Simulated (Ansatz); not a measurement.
# How the geometry moves the gap of SiO2 (Quartz)

Aim: gaps of SiO2 (Quartz) at the database cell and after a full relaxation.

Method: LDA, HSE06 and G0W0, plane waves, PAW, in Ansatz 0.2.0.

Report form: inputs, costs, results and the conclusion, without the logs.

### 1. The structure

The structure is trigonal, space group P3_121 (No. 152). Conventional cell: a = 4.916 Å, b = 4.916 Å, c = 5.409 Å, α = 90.00°, β = 90.00°, γ = 120.00°. Nearest to Si lie 4 O at 1.61 Å. O has 2 Si at 1.61 Å nearest. Farther neighbours, and contacts between anions beyond the nearest, are not listed.

As a file:

```cif
data_structure
_symmetry_space_group_name_H-M 'P 1'
_symmetry_Int_Tables_number 1
_cell_length_a 4.9158
_cell_length_b 4.9158
_cell_length_c 5.4091
_cell_angle_alpha 90.000
_cell_angle_beta 90.000
_cell_angle_gamma 120.000
_cell_volume 113.20
loop_
_atom_site_label
_atom_site_type_symbol
_atom_site_fract_x
_atom_site_fract_y
_atom_site_fract_z
_atom_site_occupancy
Si1 Si 0.53030 0.00000 0.33333 1
Si2 Si 0.00000 0.53030 0.66667 1
Si3 Si 0.46970 0.46970 0.00000 1
O4 O 0.14620 0.41420 0.88100 1
O5 O 0.58580 0.73200 0.21433 1
O6 O 0.26800 0.85380 0.54767 1
O7 O 0.41420 0.14620 0.11900 1
O8 O 0.73200 0.58580 0.78567 1
O9 O 0.85380 0.26800 0.45233 1
```

The cell and positions come from the Crystallography Open Database and are kept as given unless a step says otherwise. The default PAW set here is soft_2. Its files were made with PBE.

### 2. LDA bands at the given cell

Levels along a band path, at the cheap level, show where the edges lie and whether the meshes to come will hold them.

This step: DFT, LDA, plane waves, PAW.

Input file input.yaml:

```yaml
crystal:
  lattice:
    - [4.9158, 0.0, 0.0]
    - [-2.4579, 4.2572076799, 0.0]
    - [0.0, 0.0, 5.4091]
  atoms:
    - { symbol: Si, position: [0.5303, 0.0, 0.3333333333] }
    - { symbol: Si, position: [0.0, 0.5303, 0.6666666667] }
    - { symbol: Si, position: [0.4697, 0.4697, 0.0] }
    - { symbol: O, position: [0.1462, 0.4142, 0.881] }
    - { symbol: O, position: [0.5858, 0.732, 0.2143333333] }
    - { symbol: O, position: [0.268, 0.8538, 0.5476666667] }
    - { symbol: O, position: [0.4142, 0.1462, 0.119] }
    - { symbol: O, position: [0.732, 0.5858, 0.7856666667] }
    - { symbol: O, position: [0.8538, 0.268, 0.4523333333] }
kpoints:
  mp_grid: { grid: [6, 6, 4] }
  band_path:
    path:
      - [[0.0, 0.0, 0.0], [0.5, 0.0, 0.0], [0.33333333, 0.33333333, 0.0], [0.0, 0.0, 0.0], [0.0, 0.0, 0.5], [0.5, 0.0, 0.5], [0.33333333, 0.33333333, 0.5], [0.0, 0.0, 0.5]]
      - [[0.5, 0.0, 0.5], [0.5, 0.0, 0.0]]
      - [[0.33333333, 0.33333333, 0.5], [0.33333333, 0.33333333, 0.0]]
    npoints: 10
hamiltonian:
  xc: lda
scf:
  occupations: { method: fermi_dirac, width: 0.02 }
  n_extra_bands: 7
output:
  eigenvalues: true
  forces: true
  stress: true
  write_density: true
  write_potential: true
  elf: true
  volumetric_format: npy
```

Run with:

```bash
$ ansatz run input.yaml --threads 3 --pin off --max-ram 92160MiB --backend cuda --events-out ev --progress --plain --runs-dir out --devices 1 --max-vram 13GiB
```

Wall time 14 s (1 × NVIDIA H100 80GB HBM3 (shared by 6 runs) with 3 threads of AMD EPYC 7R13 (Zen 3), shared host); peak memory 0.94 GiB.

Numbers from this step:

* pressure: -0.4457 GPa
* filled bands: 24
* gap: 5.749 eV
* valence top at: K
* conduction bottom at: Γ
* least direct gap: 6.051 eV

The gap is indirect, with the least direct gap 0.30 eV higher.

### 3. Relaxing cell and ions

Gaps follow bond lengths, so the structure is brought to rest first.

input.yaml, the sections that differ from step 2:

```yaml
kpoints:
  mp_grid: { grid: [6, 6, 4] }
scf:
  occupations: { method: fermi_dirac, width: 0.02 }
relax:
  f_tol: 0.01
  max_steps: 60
  cell: {}
# crystal, hamiltonian: as in step 2
# output: removed
```

It took 13 s on 1 × NVIDIA H100 80GB HBM3 (shared by 6 runs) with 3 threads; peak memory 0.94 GiB; 11 s of CPU time.

Step by step:

| step | energy less that of the first step (eV) | largest force component (eV/Å) | pressure (GPa) | volume (Å³) |
| --- | --- | --- | --- | --- |
| 1 | 0.0000 | 0.0449 | -0.45 | 113.20 |
| 2 | -0.0027 | 0.0470 | -0.19 | 112.92 |
| 3 | -0.0122 | 0.0368 | 0.31 | 111.79 |
| 4 | -0.0155 | 0.0636 | -1.15 | 111.32 |
| 5 | -0.0218 | 0.0041 | 0.02 | 110.59 |
| 6* | -0.0095 | 0.0041 | -0.17 | 110.59 |
| 7 | -0.0122 | 0.0012 | -0.01 | 110.15 |
| 8* | -0.0095 | 0.0011 | -0.03 | 110.15 |

Relaxation steps marked * repeat the geometry before them on a plane-wave basis chosen anew for their cell, so energy and pressure can jump there.

The run keeps the 6 symmetry operations that the program found, so distortions that break them were not tested.

| conventional cell, symmetrised | before | after | change |
| --- | --- | --- | --- |
| a (Å) | 4.916 | 4.868 | -1.0 % |
| b (Å) | 4.916 | 4.868 | -1.0 % |
| c (Å) | 5.409 | 5.367 | -0.8 % |
| volume (Å³/atom) | 12.58 | 12.24 | -2.7 % |

The atoms that moved most (Å, as changes of fractional coordinates times the final cell):

| atom | dx | dy | dz | length |
| --- | --- | --- | --- | --- |
| O5 | 0.033 | -0.033 | 0.035 | 0.059 |
| O8 | -0.045 | 0.013 | -0.035 | 0.059 |
| O7 | 0.012 | -0.045 | -0.035 | 0.059 |
| O4 | -0.045 | -0.013 | 0.035 | 0.059 |
| O6 | 0.012 | 0.045 | 0.035 | 0.059 |
| O9 | 0.033 | 0.033 | -0.035 | 0.059 |
| Si3 | -0.012 | -0.020 | 0.000 | 0.023 |
| Si2 | -0.012 | 0.020 | 0.000 | 0.023 |

The relaxed structure:

```cif
data_structure
_symmetry_space_group_name_H-M 'P 1'
_symmetry_Int_Tables_number 1
_cell_length_a 4.8682
_cell_length_b 4.8682
_cell_length_c 5.3667
_cell_angle_alpha 90.000
_cell_angle_beta 90.000
_cell_angle_gamma 120.000
_cell_volume 110.15
loop_
_atom_site_label
_atom_site_type_symbol
_atom_site_fract_x
_atom_site_fract_y
_atom_site_fract_z
_atom_site_occupancy
Si1 Si 0.53503 0.00000 0.33333 1
Si2 Si 0.00000 0.53503 0.66667 1
Si3 Si 0.46497 0.46497 0.00000 1
O4 O 0.13548 0.41123 0.88759 1
O5 O 0.58877 0.72425 0.22092 1
O6 O 0.27575 0.86452 0.55425 1
O7 O 0.41123 0.13548 0.11241 1
O8 O 0.72425 0.58877 0.77908 1
O9 O 0.86452 0.27575 0.44575 1
```

### 4. LDA at the relaxed cell

Input file input.yaml:

```yaml
crystal:
  lattice:
    - [4.8681610559, 0.0, 0.0]
    - [-2.4340805279, 4.2159511441, 0.0]
    - [0.0, 0.0, 5.3666889588]
  atoms:
    - { symbol: Si, position: [0.5350254852, 0.0, 0.3333333333] }
    - { symbol: Si, position: [0.0, 0.5350254852, 0.6666666667] }
    - { symbol: Si, position: [0.4649745148, 0.4649745148, 0.0] }
    - { symbol: O, position: [0.1354822633, 0.4112330807, 0.8875873474] }
    - { symbol: O, position: [0.5887669193, 0.7242491826, 0.2209206808] }
    - { symbol: O, position: [0.2757508174, 0.8645177367, 0.5542540141] }
    - { symbol: O, position: [0.4112330807, 0.1354822633, 0.1124126526] }
    - { symbol: O, position: [0.7242491826, 0.5887669193, 0.7790793192] }
    - { symbol: O, position: [0.8645177367, 0.2757508174, 0.4457459859] }
kpoints:
  mp_grid: { grid: [6, 6, 4] }
  band_path:
    path:
      - [[0.0, 0.0, 0.0], [0.5, 0.0, 0.0], [0.33333333, 0.33333333, 0.0], [0.0, 0.0, 0.0], [0.0, 0.0, 0.5], [0.5, 0.0, 0.5], [0.33333333, 0.33333333, 0.5], [0.0, 0.0, 0.5]]
      - [[0.5, 0.0, 0.5], [0.5, 0.0, 0.0]]
      - [[0.33333333, 0.33333333, 0.5], [0.33333333, 0.33333333, 0.0]]
    npoints: 10
hamiltonian:
  xc: lda
scf:
  occupations: { method: fermi_dirac, width: 0.02 }
  n_extra_bands: 7
output:
  eigenvalues: true
  forces: true
  stress: true
```

It took 9.9 s on 1 × NVIDIA H100 80GB HBM3 (shared by 6 runs) with 3 threads; peak memory 0.92 GiB.

Numbers from this step:

```yaml
pressure: -0.03288 GPa
gap: 5.823 eV
valence_top_at: K
conduction_bottom_at: Γ
least_direct_gap: 6.106 eV
```

The gap is indirect, with the least direct gap 0.28 eV higher.

### 5. HSE06 at the relaxed cell

HSE06 mixes in a quarter of exact exchange at short range. Exchange couples all pairs of k points, which makes a full band path dear, so levels are read on the mesh and at chosen points.

This step: DFT, HSE06, plane waves, PAW.

Changes to input.yaml since step 4:

```diff
@@ -19,10 +19,14 @@
     path:
-      - [[0.0, 0.0, 0.0], [0.5, 0.0, 0.0], [0.33333333, 0.33333333, 0.0], [0.0, 0.0, 0.0], [0.0, 0.0, 0.5], [0.5, 0.0, 0.5], [0.33333333, 0.33333333, 0.5], [0.0, 0.0, 0.5]]
-      - [[0.5, 0.0, 0.5], [0.5, 0.0, 0.0]]
-      - [[0.33333333, 0.33333333, 0.5], [0.33333333, 0.33333333, 0.0]]
-    npoints: 10
+      - [0.0, 0.0, 0.0]
+      - [0.5, 0.0, 0.0]
+      - [0.33333333, 0.33333333, 0.0]
+      - [0.0, 0.0, 0.5]
+      - [0.5, 0.0, 0.5]
+      - [0.33333333, 0.33333333, 0.5]
+      - [0.0, 0.0, 0.05]
+    npoints: 1
 hamiltonian:
-  xc: lda
+  xc: hse06
 scf:
-  occupations: { method: fermi_dirac, width: 0.02 }
+  occupations: { method: fixed }
   n_extra_bands: 7
@@ -30,3 +34,5 @@
   eigenvalues: true
-  forces: true
-  stress: true
+  write_density: true
+  write_potential: true
+  elf: true
+  volumetric_format: npy
```

Elapsed: 47 s, on 1 × NVIDIA H100 80GB HBM3 (shared by 6 runs) with 3 threads; peak memory 1.6 GiB.

This step gave:

| Item | Value |
| --- | --- |
| gap | 7.912 eV |
| valence top at | K |
| conduction bottom at | Γ |
| least direct gap | 8.195 eV |

The gap stands +2.09 eV against LDA.

### 6. G0W0 at the relaxed cell

Now the one-shot GW correction: screening in the RPA, then the self-energy of the levels asked for.

This step: G0W0 on LDA, plane waves, PAW.

Changes to input.yaml since step 5:

```diff
@@ -17,22 +17,11 @@
   mp_grid: { grid: [6, 6, 4] }
-  band_path:
-    path:
-      - [0.0, 0.0, 0.0]
-      - [0.5, 0.0, 0.0]
-      - [0.33333333, 0.33333333, 0.0]
-      - [0.0, 0.0, 0.5]
-      - [0.5, 0.0, 0.5]
-      - [0.33333333, 0.33333333, 0.5]
-      - [0.0, 0.0, 0.05]
-    npoints: 1
 hamiltonian:
-  xc: hse06
+  xc: lda
 scf:
   occupations: { method: fixed }
-  n_extra_bands: 7
-output:
-  eigenvalues: true
-  write_density: true
-  write_potential: true
-  elf: true
-  volumetric_format: npy
+gw:
+  n_empty_bands: 280
+  ecut_chi: 108
+  qp_bands: [v3, c3]
+  qp_kpoints: band_edges
+  screening: { model: contour_deformation }
```

The job ended after 65 s (1 × NVIDIA H100 80GB HBM3 (shared by 6 runs) with 3 threads; peak memory 1.7 GiB).

This step gave:

```
bands summed                                 : 304
RPA ε∞ on this mesh (eigenvalues)            : 2.448, 2.448, 2.482
plane waves in the screening matrix          : 279
G0W0 gap on the mesh                         : 8.806 eV
k of the valence top                         : 0.3333, 0.3333, 0
k of the conduction bottom                   : 0, 0, 0
starting gap on the mesh                     : 5.823 eV
least direct G0W0 gap on the computed points : 9.145 eV
```

The gap on the mesh goes from 5.82 eV to 8.81 eV, a correction of +2.98 eV. Between the two edge states, bare exchange in place of the xc potential would open the gap by 10.79 eV, and correlation takes back 7.81 eV.

### 7. G0W0 at the given cell

Input file input.yaml:

```yaml
crystal:
  lattice:
    - [4.9158, 0.0, 0.0]
    - [-2.4579, 4.2572076799, 0.0]
    - [0.0, 0.0, 5.4091]
  atoms:
    - { symbol: Si, position: [0.5303, 0.0, 0.3333333333] }
    - { symbol: Si, position: [0.0, 0.5303, 0.6666666667] }
    - { symbol: Si, position: [0.4697, 0.4697, 0.0] }
    - { symbol: O, position: [0.1462, 0.4142, 0.881] }
    - { symbol: O, position: [0.5858, 0.732, 0.2143333333] }
    - { symbol: O, position: [0.268, 0.8538, 0.5476666667] }
    - { symbol: O, position: [0.4142, 0.1462, 0.119] }
    - { symbol: O, position: [0.732, 0.5858, 0.7856666667] }
    - { symbol: O, position: [0.8538, 0.268, 0.4523333333] }
kpoints:
  mp_grid: { grid: [6, 6, 4] }
hamiltonian:
  xc: lda
scf:
  occupations: { method: fixed }
gw:
  n_empty_bands: 288
  ecut_chi: 108
  qp_bands: [v3, c3]
  qp_kpoints: band_edges
  screening: { model: contour_deformation }
```

Elapsed: 66 s, on 1 × NVIDIA H100 80GB HBM3 (shared by 6 runs) with 3 threads; peak memory 1.7 GiB; 99 s of CPU time.

Read from the output:

```
bands summed                                 : 312
RPA ε∞ on this mesh (eigenvalues)            : 2.406, 2.406, 2.437
plane waves in the screening matrix          : 303
G0W0 gap on the mesh                         : 8.736 eV
k of the valence top                         : 0.3333, 0.3333, 0
k of the conduction bottom                   : 0, 0, 0
starting gap on the mesh                     : 5.749 eV
least direct G0W0 gap on the computed points : 9.111 eV
```

The gap on the mesh goes from 5.75 eV to 8.74 eV, a correction of +2.99 eV. Between the two edge states, bare exchange in place of the xc potential would open the gap by 10.72 eV, and correlation takes back 7.74 eV.

### 8. Together

G0W0 rows are gaps on the mesh, lowered where the mesh misses an edge of the band path.

| level | given cell (eV) | relaxed cell (eV) | change (eV) |
| --- | --- | --- | --- |
| LDA | 5.75 | 5.82 | +0.07 |
| HSE06 | - | 7.91 | - |
| G0W0@LDA | 8.74 | 8.81 | +0.07 |

### 9. Summary of results

| Property | Result |
| --- | --- |
| volume change | −2.7 % |
| LDA, given cell | 5.75 eV |
| LDA, relaxed cell | 5.82 eV |
| HSE06, relaxed cell | 7.91 eV |
| G0W0@LDA, relaxed cell | 8.81 eV |
| G0W0@LDA, given cell | 8.74 eV |
| known limits | short of the basis limit |

In words: Relaxation changes the volume by −2.7 % and the gap by +0.07 eV (LDA) and +0.07 eV (G0W0@LDA). Bands and cutoff are finite, so the gap stands short of the basis limit, usually by up to a few tenths of an eV; the mesh is an error of its own.

[Long decimals in the printed logs are rounded to 6 places.]

[Logs are printed without paths, hosts, clocks, repeated set-up lines and the standing remarks that a program may print on its own settings, such as how far it seeks lower states.]

[Paths, hosts, dates, memory and timing lines, banners, echoed tables and standing remarks are left out of the program output; an Ansatz launch command may be rebuilt from the run's recorded settings. Measured values are a selection of at most five: reports struck by readers or far from the other reports are left out. None is set beside runs whose start may be inverted or whose files or cutoffs have a known fault.]

[Runs of the session that timed out or met a known fault of the program may be left out.]

[Cells called generated may have been cut or substituted from an entry of the Crystallography Open Database or the Materials Project.]

[Hosts, paths, dates, database ids (printed as entryN), source tags and the programs' standing remarks are cut or masked in the printed files.]

[Where the starting crystal was built by hand or by swapping elements, it need not be the compound's stable phase.]
